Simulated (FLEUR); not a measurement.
# free Ni(111) film, 3 layers: anisotropy by force theorems

Aim: the anisotropy of free Ni(111) film, 3 layers from single passes in the potential of one collinear state.

Method: PBE; all-electron FLAPW film, Dirac cores, scalar-relativistic bands, in FLEUR MaX-R8.1.

Report form: the programs' logs are mostly left out.

### Step 1. The structure

The cell holds 3 atoms: 3 Ni. Cell: a = 2.492 Å, b = 2.492 Å, c = 18.069 Å, α = 90.0°, β = 90.0°, γ = 120.0°. Layers at typed spacings, unrelaxed. Vacuum lies along c.

Structure file:

```xyz
3
Lattice="2.4917 0.0000 0.0000 -1.2458 2.1579 0.0000 0.0000 0.0000 18.0690" Properties=species:S:1:pos:R:3
Ni    0.0000    0.0000    7.0000
Ni    1.2459    0.7193    9.0345
Ni    0.0000    1.4386   11.0690
```

### Step 2. The magnetic state

The force theorems are single passes in this state's potential, so it has to be converged first.

No symmetry is used, so that later steps may turn the spins freely; k and −k are joined. FLEUR takes the sheet as a true film: the images along c are dropped, heights are typed in bohr, and the vacuum on both sides is semi-infinite. inpgen writes inp.xml from crystal.txt; cutoffs, mixing, functional, smearing and local orbitals are then set in the file. The k list scf (kpts.xml, not shown) is a Γ-centred 14×14×1 mesh; where the ranks do not divide the number of points, some are split in two of half the weight.

File inp.xml:

```
<?xml version="1.0" encoding="UTF-8" standalone="no"?>
<fleurInput fleurInputVersion="0.39">
   <comment>
      Ni
   </comment>
   <calculationSetup>
      <cutoffs Kmax="3.66" Gmax="11.0" GmaxXC="11.0" numbands="0"/>
      <scfLoop itmax="150" minDistance="0.00002" maxIterBroyd="15" imix="Anderson" alpha="0.03" precondParam="0.0" spinf="2.0" sdNocoIR="T"/>
      <coreElectrons ctail="F" frcor="F" kcrel="0" coretail_lmax="0"/>
      <xcFunctional name="pbe" relativisticCorrections="F"/>
      <magnetism jspins="2" l_noco="F" l_ss="F">
         <qss>0.0 0.0 0.0</qss>
         <mtNocoParams l_mperp="F" l_mtNocoPot="F" l_relaxSQA="F" mag_mixing_scheme="0" mix_RelaxWeightOffD="1.0" l_constrained="F" mix_constr="1.0"/>
         <sourceFreeMag l_sourceFree="F" l_scaleMag="F" mag_scale="1.0"/>
      </magnetism>
      <soc l_soc="F" theta="0.0" phi="0.0" spav="F"/>
      <expertModes spex="0" secvar="F"/>
      <geometryOptimization l_f="F" forcealpha="1.0" forcemix="BFGS" epsdisp="0.00001" epsforce="0.00001"/>
      <ldaU l_linMix="F" mixParam="0.05" spinf="1.0"/>
   </calculationSetup>
   <cell>
      <bzIntegration valenceElectrons="54.0" mode="hist" fermiSmearingEnergy="0.00183747">
         <kPointListSelection listName="scf"/>
         <xi:include xmlns:xi="http://www.w3.org/2001/XInclude" href="kpts.xml"> </xi:include>
      </bzIntegration>
      <xi:include xmlns:xi="http://www.w3.org/2001/XInclude" href="sym.xml"> </xi:include>
      <filmLattice scale="1.0" dVac="12.97" dTilda="15.47">
         <bravaisMatrixFilm>
            <row-1>    4.7086300406703598     0.0000001262337051</row-1>
            <row-2>   -2.3543151296652853     4.0777931691130949</row-2>
         </bravaisMatrixFilm>
         <vacuumEnergyParameters vacuum="1" spinUp="-.25" spinDown="-.25"/>
         <vacuumEnergyParameters vacuum="2" spinUp="-.25" spinDown="-.25"/>
      </filmLattice>
   </cell>
   <atomSpecies>
      <species name="Nickel (Ni1.000" element="Ni" atomicNumber="28">
         <mtSphere radius="2.24" gridPoints="741" logIncrement="0.016"/>
         <atomicCutoffs lmax="8" lnonsphr="6"/>
         <electronConfig flipSpins="F">
            <coreConfig>(1s1/2) (2s1/2) (2p1/2) (2p3/2)</coreConfig>
            <valenceConfig>(3s1/2) (3p1/2) (3p3/2) (4s1/2) (3d3/2) (3d5/2)</valenceConfig>
            <stateOccupation state="(3d3/2)" spinUp="1.6" spinDown="1.6"/>
            <stateOccupation state="(3d5/2)" spinUp="2.9" spinDown="1.9"/>
         </electronConfig>
         <energyParameters s="4" p="4" d="3" f="4"/>
         <lo type="SCLO" l="0" n="3" eDeriv="0"/>
         <lo type="SCLO" l="1" n="3" eDeriv="0"/>
      </species>
   </atomSpecies>
   <atomGroups>
      <atomGroup species="Nickel (Ni1.000">
         <filmPos label="                   1">.0000000000 .0000000000 -3.8446423657</filmPos>
         <force calculate="T" relaxXYZ="TTT"/>
         <nocoParams  alpha="0.0" beta="0.0"/>
      </atomGroup>
      <atomGroup species="Nickel (Ni1.000">
         <filmPos label="                   2">-1.000/3.000 1.000/3.000 .0000000000</filmPos>
         <force calculate="T" relaxXYZ="TTT"/>
         <nocoParams  alpha="0.0" beta="0.0"/>
      </atomGroup>
      <atomGroup species="Nickel (Ni1.000">
         <filmPos label="                   3">1.000/3.000 -1.000/3.000 3.8446423657</filmPos>
         <force calculate="T" relaxXYZ="TTT"/>
         <nocoParams  alpha="0.0" beta="0.0"/>
      </atomGroup>
   </atomGroups>
   <output dos="F" band="F" slice="F">
      <bandDOS minEnergy="-.5*Htr" maxEnergy="0.5*Htr" sigma="0.015" storeEVData="T"/>
      <plotting iplot="0" polar="F">
         <plot TwoD="T" vec1="  1.0  0.0  0.0" vec2="  0.0  1.0  0.0" vec3="  0.0  0.0  1.0" zero="  0.0  0.0 -0.5" file="plot"/>
      </plotting>
      <moessbauerParams electricFieldGradient="F" isomerShift="F" coreHyperfine="F" valenceHyperfine="F"/>
   </output>
</fleurInput>
```

File crystal.txt:

```
Ni
&input film=T cartesian=F /
2.49169971213  0.00000006680  0.00000000000
-1.24584991392  2.15787521590  0.00000000000
0.00000000000  0.00000000000  1.00000000000
1.8897261246
1.0 1.0 1.0

3
28 0.00000000000  0.00000000000  -3.84464236570 : 1.000
28 0.66666666667  0.33333333333  0.00000000000 : 1.000
28 0.33333333333  0.66666666667  3.84464236570 : 1.000

&kpt div1=14 div2=14 div3=1 gamma=T /
```

Command:

```sh
$ OMP_NUM_THREADS=1 inpgen -f crystal.txt -nosym -noco > inpgen.log  # inp.xml is then edited as shown
$ OMP_NUM_THREADS=1 mpirun -n 4 fleur_MPI > fleur.log
```

The job ended after 3 min (4 MPI ranks of Arm Neoverse V1, shared host; peak memory 0.77 GiB; 12 min of CPU time).

Spin moment in the muffin-tin sphere by atom:

| atom | spin moment in the muffin-tin sphere (μB) |
| --- | --- |
| Ni1 | 0.748 |
| Ni2 | 0.773 |
| Ni3 | 0.748 |

Numbers from this step:

```yaml
free_energy: -124150.4643 eV
program_s_band_gap_on_this_mesh_in_a_metal_only_a_level_spacing: 1.00e-10 eV
magnetization: 2.181 μB
final_state: ferromagnetic
```

After 42 cycles the largest moment stands at 0.773 μB.

### Step 3. Energy against the direction of the moments, rung 1

Anisotropy is a small difference, so it is taken from sums over occupied states at a frozen potential, where most errors cancel.

One pass with spin–orbit coupling for each direction, from the saved density. Inversion lets half of the mesh serve, which the program's warning doesn't know. The k list mae (kpts.xml, not shown) is a Γ-centred 23×23×1 mesh.

inp.xml: that of step 2 with these lines changed.

```diff
@@ -6,4 +6,4 @@
    <calculationSetup>
-      <cutoffs Kmax="3.66" Gmax="11.0" GmaxXC="11.0" numbands="0"/>
-      <scfLoop itmax="150" minDistance="0.00002" maxIterBroyd="15" imix="Anderson" alpha="0.03" precondParam="0.0" spinf="2.0" sdNocoIR="T"/>
+      <cutoffs Kmax="3.66" Gmax="11.0" GmaxXC="11.0" numbands="102"/>
+      <scfLoop itmax="1" minDistance="0.00002" maxIterBroyd="15" imix="Anderson" alpha="0.03" precondParam="0.0" spinf="2.0" sdNocoIR="T"/>
       <coreElectrons ctail="F" frcor="F" kcrel="0" coretail_lmax="0"/>
@@ -15,3 +15,3 @@
       </magnetism>
-      <soc l_soc="F" theta="0.0" phi="0.0" spav="F"/>
+      <soc l_soc="T" theta="0.0" phi="0.0" spav="F"/>
       <expertModes spex="0" secvar="F"/>
@@ -22,3 +22,3 @@
       <bzIntegration valenceElectrons="54.0" mode="hist" fermiSmearingEnergy="0.00183747">
-         <kPointListSelection listName="scf"/>
+         <kPointListSelection listName="mae"/>
          <xi:include xmlns:xi="http://www.w3.org/2001/XInclude" href="kpts.xml"> </xi:include>
@@ -74,2 +74,5 @@
    </output>
+   <forceTheorem>
+      <MAE theta="0.0 1.5707963 1.5707963" phi="0.0 0.0 1.5707963"/>
+   </forceTheorem>
 </fleurInput>
```

Command:

```sh
$ OMP_NUM_THREADS=1 mpirun -n 4 fleur_MPI -warn_only > fleur.log
```

The job ended after 46 s (4 MPI ranks; peak memory 0.84 GiB).

Anisotropy energies, by row:

| axis | x | y | z | band energy less the first axis' (meV a cell) |
| --- | --- | --- | --- | --- |
| z | 0 | 0 | 1 | 0 |
| x | 1 | 0 | 0 | -0.8521 |
| y | 0 | 1 | 0 | -0.8553 |

Shape anisotropy is not in these numbers.

### Step 4. Anisotropy by the force theorem, rung 2

A second rung shows how far the first can be trusted.

The k list mae (kpts.xml, not shown) is a Γ-centred 35×35×1 mesh.

inp.xml is that of step 3.

Run time: 1.7 min. Hardware: 4 MPI ranks; peak memory 1.5 GiB.

Anisotropy energies, by row:

| axis | x | y | z | band energy less the first axis' (meV a cell) |
| --- | --- | --- | --- | --- |
| z | 0 | 0 | 1 | 0 |
| x | 1 | 0 | 0 | -0.5473 |
| y | 0 | 1 | 0 | -0.5471 |

### Step 5. Spin–orbit coupling, moments along z

Spin–orbit coupling ties the spins to the lattice and lets orbital moments form.

A new self-consistent run of the start ferro +++, with the moments along z. The k list default-1 (kpts.xml, not shown) is a Γ-centred 35×35×1 mesh.

inp.xml: that of step 2 with these lines changed.

```diff
@@ -6,12 +6,8 @@
    <calculationSetup>
-      <cutoffs Kmax="3.66" Gmax="11.0" GmaxXC="11.0" numbands="0"/>
+      <cutoffs Kmax="3.66" Gmax="11.0" GmaxXC="11.0" numbands="114"/>
       <scfLoop itmax="150" minDistance="0.00002" maxIterBroyd="15" imix="Anderson" alpha="0.03" precondParam="0.0" spinf="2.0" sdNocoIR="T"/>
-      <coreElectrons ctail="F" frcor="F" kcrel="0" coretail_lmax="0"/>
+      <coreElectrons ctail="T" frcor="F" kcrel="0" coretail_lmax="0"/>
       <xcFunctional name="pbe" relativisticCorrections="F"/>
-      <magnetism jspins="2" l_noco="F" l_ss="F">
-         <qss>0.0 0.0 0.0</qss>
-         <mtNocoParams l_mperp="F" l_mtNocoPot="F" l_relaxSQA="F" mag_mixing_scheme="0" mix_RelaxWeightOffD="1.0" l_constrained="F" mix_constr="1.0"/>
-         <sourceFreeMag l_sourceFree="F" l_scaleMag="F" mag_scale="1.0"/>
-      </magnetism>
-      <soc l_soc="F" theta="0.0" phi="0.0" spav="F"/>
+      <magnetism jspins="2"/>
+      <soc l_soc="T" theta="0.0" phi="0.0" spav="F"/>
       <expertModes spex="0" secvar="F"/>
@@ -22,3 +18,3 @@
       <bzIntegration valenceElectrons="54.0" mode="hist" fermiSmearingEnergy="0.00183747">
-         <kPointListSelection listName="scf"/>
+         <kPointListSelection listName="default-1"/>
          <xi:include xmlns:xi="http://www.w3.org/2001/XInclude" href="kpts.xml"> </xi:include>
@@ -32,3 +28,2 @@
          <vacuumEnergyParameters vacuum="1" spinUp="-.25" spinDown="-.25"/>
-         <vacuumEnergyParameters vacuum="2" spinUp="-.25" spinDown="-.25"/>
       </filmLattice>
@@ -52,15 +47,9 @@
       <atomGroup species="Nickel (Ni1.000">
-         <filmPos label="                   1">.0000000000 .0000000000 -3.8446423657</filmPos>
+         <filmPos label="                   1">-1.000/6.000 1.000/6.000 -3.8446423657</filmPos>
+         <filmPos label="                   3">1.000/6.000 -1.000/6.000 3.8446423657</filmPos>
          <force calculate="T" relaxXYZ="TTT"/>
-         <nocoParams  alpha="0.0" beta="0.0"/>
       </atomGroup>
       <atomGroup species="Nickel (Ni1.000">
-         <filmPos label="                   2">-1.000/3.000 1.000/3.000 .0000000000</filmPos>
+         <filmPos label="                   2">1.000/2.000 1.000/2.000 .0000000000</filmPos>
          <force calculate="T" relaxXYZ="TTT"/>
-         <nocoParams  alpha="0.0" beta="0.0"/>
-      </atomGroup>
-      <atomGroup species="Nickel (Ni1.000">
-         <filmPos label="                   3">1.000/3.000 -1.000/3.000 3.8446423657</filmPos>
-         <force calculate="T" relaxXYZ="TTT"/>
-         <nocoParams  alpha="0.0" beta="0.0"/>
       </atomGroup>
```

crystal.txt: that of step 2 with these lines changed.

```diff
@@ -13,2 +13,3 @@
 
-&kpt div1=14 div2=14 div3=1 gamma=T /
+&soc 0.0000000 0.0000000 /
+&kpt div1=35 div2=35 div3=1 gamma=T /
```

Command:

```sh
$ OMP_NUM_THREADS=1 inpgen -f crystal.txt > inpgen.log  # inp.xml is then edited as shown
$ OMP_NUM_THREADS=1 mpirun -n 4 fleur_MPI > fleur.log
```

Run time: 8.7 min. Hardware: 4 MPI ranks; peak memory 0.73 GiB.

Spin moment in the muffin-tin sphere by atom:

| atom | spin moment in the muffin-tin sphere (μB) |
| --- | --- |
| Ni1 | 0.720 |
| Ni2 | 0.749 |
| Ni3 | 0.720 |

This step gave:

```
free energy                                                       : -124150.5414 eV
program's band gap on this mesh (in a metal only a level spacing) : 0 eV
magnetization                                                     : 2.090 μB
final state                                                       : ferromagnetic
orbital moment along the spin                                     : 0.06677 μB
```

Orbital moment in the sphere, along the spin axis by atom:

| atom | orbital moment in the sphere, along the spin axis (μB) |
| --- | --- |
| Ni1 | 0.0491 |
| Ni2 | 0.0668 |
| Ni3 | 0.0491 |

### Step 6. Outcome

- reference state: ferromagnetic
- largest sphere moment: 0.773 μB
- easy direction of those tried: the plane normal to z
- energy along x less z, force theorem: -0.547 meV a primitive cell
- orbital moment on the atom of largest spin, along its spin (spin–orbit run): 0.0668 μB

By the force theorem the moments prefer the plane normal to z, with no direction in it resolved; shape anisotropy is not in it, and in a film it favours the plane. The difference for the second direction goes from -0.85 meV (mesh 23×23×1, 102 states, 3 min of CPU time) to -0.55 meV (mesh 35×35×1, 102 states, 6.9 min), so it is not converged. The orbital moment is parallel to the spin, as Hund's third rule has it for a shell over half filled. The state was typed, and no other order was converged beside it, so it need not be the ground state.

[Logs and program files are shortened in this print: banners, set-up blocks, solver, clock and traceback lines can be left out without a mark of their own.]

[Logs are printed without paths, hosts, clocks, repeated set-up lines and the standing remarks that a program may print on its own settings, such as how far it seeks lower states.]

[Hosts, paths, dates, database ids (printed as entryN), source tags and the programs' standing remarks are cut or masked in the printed files.]

[Where a cell is said to come from a database of computed structures, the database is the Materials Project.]
